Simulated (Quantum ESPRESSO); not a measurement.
# CrBr2: which magnetic order is lowest

A self-consistent run ends on one state, which hangs on the start. Several orders of CrBr2 are started in Quantum ESPRESSO and their energies compared.

Method: LDA with U = 3.5 eV on Cr d (ortho-atomic projectors); plane waves with GBRV 1.5 LDA potentials, no spin-orbit coupling, in Quantum ESPRESSO 7.5.

## (1) The starting structure

It takes space group C2/m (No. 12, monoclinic). The conventional cell has a = 7.489 Å, b = 3.662 Å, c = 6.507 Å, α = 90.00°, β = 96.41°, γ = 90.00°. Nearest to Cr lie 6 Br at 2.55 to 3.20 Å. Br has 3 Cr at 2.55 to 3.20 Å nearest. Farther neighbours and most contacts between anions are not listed.

Coordinates:

```cif
data_structure
_symmetry_space_group_name_H-M 'P 1'
_symmetry_Int_Tables_number 1
_cell_length_a 4.1684
_cell_length_b 4.1684
_cell_length_c 6.5067
_cell_angle_alpha 95.760
_cell_angle_beta 95.760
_cell_angle_gamma 52.115
_cell_volume 88.67
loop_
_atom_site_label
_atom_site_type_symbol
_atom_site_fract_x
_atom_site_fract_y
_atom_site_fract_z
_atom_site_occupancy
Cr1 Cr 0.00000 0.00000 0.00000 1
Br2 Br 0.64577 0.64577 0.23323 1
Br3 Br 0.35423 0.35423 0.76677 1
```

The cell comes from Materials Project 2023-11-01, a database of computed structures, and need not be the stable phase.

## (2) Start 1: ferro +

The signs are those of the starting moments on the seeded atoms, the atoms that are given a moment.

pw.in

```
&CONTROL
  calculation = 'scf'
  prefix = 'pwscf'
  outdir = './tmp'
  pseudo_dir = './pseudo'
  disk_io = 'nowf'
/
&SYSTEM
  ibrav = 0
  nat = 3
  ntyp = 2
  ecutwfc = 40
  ecutrho = 280
  nbnd = 23
  occupations = 'smearing'
  smearing = 'fd'
  degauss = 0.00367493
  nspin = 2
  starting_magnetization(1) = 0.2143
  starting_magnetization(2) = 0
/
&ELECTRONS
  conv_thr = 6d-09
  electron_maxstep = 150
  mixing_beta = 0.3
/
ATOMIC_SPECIES
Cr     51.9961 cr_lda_v1.5.uspp.F.UPF
Br     79.9040 br_lda_v1.4.uspp.F.UPF
CELL_PARAMETERS angstrom
   3.7446690000   -1.8310550000    0.0000000000
   3.7446690000    1.8310550000    0.0000000000
  -0.7268470000    0.0000000000    6.4659460000
ATOMIC_POSITIONS crystal
Cr      0.0000000000    0.0000000000    0.0000000000
Br      0.6457740000    0.6457740000    0.2332280000
Br      0.3542260000    0.3542260000    0.7667720000
K_POINTS automatic
6 6 6 0 0 0
HUBBARD {ortho-atomic}
U Cr-3d 3.5000
```

Run with:

```console
OMP_NUM_THREADS=1 mpirun -n 4 pw.x -nk 4 -in pw.in > pw.out
```

Log:

```text
Program PWSCF v.7.5 starts

     Message from routine setup:
     using ibrav=0 with symmetry is DISCOURAGED, use correct ibrav instead

     K-points division:     npool     =       4
     Subspace diagonalization in iterative solution of the eigenvalue problem:

     G-vector sticks info
     --------------------
     sticks:   dense  smooth     PW     G-vecs:    dense   smooth      PW
     Sum        1087     617    195                47327    20441    3653

     Using Slab Decomposition

     bravais-lattice index     =            0
     lattice parameter (alat)  =       7.8771  a.u.
     unit-cell volume          =     598.3751 (a.u.)^3
     number of atoms/cell      =            3
     number of atomic types    =            2
     number of electrons       =        28.00
     number of Kohn-Sham states=           23
     kinetic-energy cutoff     =      40.0000  Ry
     charge density cutoff     =     280.0000  Ry
     scf convergence threshold =      6.0E-09
     mixing beta               =       0.3000
     number of iterations used =            8  plain     mixing
     Exchange-correlation=  SLA  PZ   NOGX NOGC
                           (   1   1   0   0   0   0   0)
     Hubbard projectors: ortho-atomic
     Hubbard parameters of DFT+U (Dudarev formulation) in eV:
     U(Cr-3d) =  3.5000

     Internal variables: lda_plus_u =T, lda_plus_u_kind = 0

     Internal variables: orbital_resolved =F, hub_pot_fix =F, apply_U = F

     celldm(1)=   7.877078  celldm(2)=   0.000000  celldm(3)=   0.000000
     celldm(4)=   0.000000  celldm(5)=   0.000000  celldm(6)=   0.000000

     crystal axes: (cart. coord. in units of alat)
               a(1) = (   0.898353  -0.439274   0.000000 )
               a(2) = (   0.898353   0.439274   0.000000 )
               a(3) = (  -0.174372   0.000000   1.551193 )

     reciprocal axes: (cart. coord. in units 2 pi/alat)
               b(1) = (  0.556574 -1.138243  0.062565 )
               b(2) = (  0.556574  1.138243  0.062565 )
               b(3) = ( -0.000000  0.000000  0.644665 )

     PseudoPot. # 1 for Cr read from file:
     cr_lda_v1.5.uspp.F.UPF
     Pseudo is Ultrasoft + core correction, Zval = 14.0
     Generated by new atomic code, or converted to UPF format
     Using radial grid of  857 points,  6 beta functions with:
                l(1) =   0
                l(2) =   0
                l(3) =   1
                l(4) =   1
                l(5) =   2
                l(6) =   2
     Q(r) pseudized with  8 coefficients,  rinner =    0.950   0.950   0.950
                                                       0.950   0.950

     PseudoPot. # 2 for Br read from file:
     br_lda_v1.4.uspp.F.UPF
     Pseudo is Ultrasoft + core correction, Zval =  7.0
     Generated by new atomic code, or converted to UPF format
     Using radial grid of  879 points,  6 beta functions with:
                l(1) =   0
                l(2) =   0
                l(3) =   1
                l(4) =   1
                l(5) =   2
                l(6) =   2
     Q(r) pseudized with  8 coefficients,  rinner =    1.100   1.100   1.100
                                                       1.100   1.100

     atomic species   valence    mass     pseudopotential
     Cr               14.00    51.99610     Cr( 1.00)
     Br                7.00    79.90400     Br( 1.00)

     Starting magnetic structure
     atomic species   magnetization
     Cr              0.214
     Br              0.000

      4 Sym. Ops., with inversion, found

   Cartesian axes

     site n.     atom                  positions (alat units)
         1        Cr     tau(   1) = (   0.0000000   0.0000000   0.0000000  )
         2        Br     tau(   2) = (   1.1195980   0.0000000   0.3617816  )
         3        Br     tau(   3) = (   0.5027366  -0.0000000   1.1894113  )

     number of k points=    68  Fermi-Dirac smearing, width (Ry)=  0.0037
                       cart. coord. in units 2pi/alat
        k(    1) = (   0.0000000   0.0000000   0.0000000), wk =   0.0046296
        k(    2) = (   0.0000000   0.0000000   0.1074442), wk =   0.0092593
        k(    3) = (   0.0000000   0.0000000   0.2148884), wk =   0.0092593
        k(    4) = (   0.0000000   0.0000000  -0.3223326), wk =   0.0046296
        k(    5) = (   0.0927623   0.1897071   0.0104276), wk =   0.0185185
        [... 63 further k-points ...]

     Dense  grid:    47327 G-vectors     FFT dimensions: (  45,  45,  72)

     Smooth grid:    20441 G-vectors     FFT dimensions: (  32,  32,  50)

     Check: negative core charge=   -0.000002
     Generating pointlists ...
     new r_m :   0.2519 (alat units)  1.9839 (a.u.) for type    1
     new r_m :   0.2519 (alat units)  1.9839 (a.u.) for type    2

     Initial potential from superposition of free atoms

     starting charge      27.0000, renormalised to      28.0000

     negative rho (up, down):  6.083E-04 3.927E-04

     STARTING HUBBARD OCCUPATIONS:

     =================== HUBBARD OCCUPATIONS ===================
     ------------------------ ATOM    1 ------------------------
     Tr[ns(  1)] (up, down, total) =   3.40000  0.00000  3.40000
     Atomic magnetic moment for atom   1 =   3.40000
     [... lines left out ...]
     Number of occupied Hubbard levels =    3.4000

     Atomic wfc used for Hubbard projectors are orthogonalized

     Starting wfcs are   18 randomized atomic wfcs +    5 random wfcs

     Self-consistent Calculation

     iteration #  1     ecut=    40.00 Ry     beta= 0.30
     Davidson diagonalization with overlap
     ethr =  1.00E-02,  avg # of iterations =  6.0

     =================== HUBBARD OCCUPATIONS ===================
     ------------------------ ATOM    1 ------------------------
     Tr[ns(  1)] (up, down, total) =   4.21813  0.23798  4.45610
     Atomic magnetic moment for atom   1 =   3.98015
     [... lines left out ...]
     Number of occupied Hubbard levels =    4.4561

     Threshold (ethr) on eigenvalues was too large:
     Diagonalizing with lowered threshold

     Davidson diagonalization with overlap
     ethr =  5.97E-04,  avg # of iterations =  1.5

     negative rho (up, down):  1.972E-04 7.314E-04

     total energy              =    -268.57704908 Ry
     estimated scf accuracy    <       0.17906578 Ry

     total magnetization       =     4.00 Bohr mag/cell
     absolute magnetization    =     4.24 Bohr mag/cell

     iteration #  2     ecut=    40.00 Ry     beta= 0.30
     Davidson diagonalization with overlap
     ethr =  6.40E-04,  avg # of iterations =  1.9

     negative rho (up, down):  0.000E+00 1.323E-03

     total energy              =    -268.60355080 Ry
     estimated scf accuracy    <       0.03680526 Ry

     total magnetization       =     4.00 Bohr mag/cell
     absolute magnetization    =     4.17 Bohr mag/cell

     iteration #  3     ecut=    40.00 Ry     beta= 0.30
     Davidson diagonalization with overlap
     ethr =  1.31E-04,  avg # of iterations =  2.7

     negative rho (up, down):  0.000E+00 2.860E-03

     total energy              =    -268.61073320 Ry
     estimated scf accuracy    <       0.01096759 Ry

     total magnetization       =     4.00 Bohr mag/cell
     absolute magnetization    =     4.21 Bohr mag/cell

     [... further iterations left out ...]

     iteration #  9     ecut=    40.00 Ry     beta= 0.30
     Davidson diagonalization with overlap
     ethr =  1.16E-09,  avg # of iterations =  2.1

     negative rho (up, down):  0.000E+00 4.578E-03

     total energy              =    -268.61270281 Ry
     estimated scf accuracy    <       0.00000014 Ry

     total magnetization       =     4.00 Bohr mag/cell
     absolute magnetization    =     4.24 Bohr mag/cell

     iteration # 10     ecut=    40.00 Ry     beta= 0.30
     Davidson diagonalization with overlap
     ethr =  4.99E-10,  avg # of iterations =  2.0

     negative rho (up, down):  0.000E+00 4.577E-03

     total energy              =    -268.61270295 Ry
     estimated scf accuracy    <       0.00000003 Ry

     total magnetization       =     4.00 Bohr mag/cell
     absolute magnetization    =     4.24 Bohr mag/cell

     iteration # 11     ecut=    40.00 Ry     beta= 0.30
     Davidson diagonalization with overlap
     ethr =  9.54E-11,  avg # of iterations =  2.2

     negative rho (up, down):  0.000E+00 4.578E-03

     total energy              =    -268.61270297 Ry
     estimated scf accuracy    <          8.6E-09 Ry

     total magnetization       =     4.00 Bohr mag/cell
     absolute magnetization    =     4.24 Bohr mag/cell

     iteration # 12     ecut=    40.00 Ry     beta= 0.30
     Davidson diagonalization with overlap
     ethr =  3.09E-11,  avg # of iterations =  2.0

     negative rho (up, down):  0.000E+00 4.579E-03

     Magnetic moment per site  (integrated on atomic sphere of radius R)
     atom   1 (R=0.252)  charge= 12.0878  magn=  3.5863
     atom   2 (R=0.252)  charge=  4.8463  magn= -0.0349
     atom   3 (R=0.252)  charge=  4.8463  magn= -0.0349

     End of self-consistent calculation

     =================== HUBBARD OCCUPATIONS ===================
     ------------------------ ATOM    1 ------------------------
     Tr[ns(  1)] (up, down, total) =   4.22368  0.23125  4.45493
     Atomic magnetic moment for atom   1 =   3.99243
     [... lines left out ...]
     Number of occupied Hubbard levels =    4.4549

     Number of k-points >= 100: set verbosity='high' to print the bands.

     the Fermi energy is     4.2170 ev

!    total energy              =    -268.61270299 Ry
     estimated scf accuracy    <          6.6E-10 Ry
     smearing contrib. (-TS)   =      -0.00000000 Ry
     internal energy E=F+TS    =    -268.61270299 Ry

     The total energy is F=E-TS. E is the sum of the following terms:
     one-electron contribution =    -174.12783597 Ry
     hartree contribution      =      94.30037733 Ry
     xc contribution           =     -73.94445783 Ry
     ewald contribution        =    -114.90309980 Ry
     Hubbard energy            =       0.06231328 Ry

     total magnetization       =     4.00 Bohr mag/cell
     absolute magnetization    =     4.24 Bohr mag/cell

     convergence has been achieved in  12 iterations

=------------------------------------------------------------------------------=
   JOB DONE.
=------------------------------------------------------------------------------=
```

Run time: 33 s. Hardware: 4 MPI ranks of Arm Neoverse V2, shared host; peak memory 0.6 GiB; 2.2 min of CPU time.

Spin moment in the atom's sphere by atom:

```csv
atom,spin moment in the atom's sphere (μB)
Cr1,3.59
Br2,-0.03
Br3,-0.03
```

This step gave:

```yaml
smearing_term_ts: 1.89e-9 eV
magnetization: 4 μB
absolute_magnetization: 4.244 μB
final_state: ferromagnetic
```

(Continued in part 2 of 2.)

[Logs and program files are shortened in this print: banners, set-up blocks, solver, clock and traceback lines can be left out without a mark of their own.]

[Logs are printed without paths, hosts, clocks, repeated set-up lines and the standing remarks that a program may print on its own settings, such as how far it seeks lower states.]

[Hosts, paths, dates, database ids (printed as entryN), source tags and the programs' standing remarks are cut or masked in the printed files.]

[Where a cell is said to come from a database of computed structures, the database is the Materials Project.]
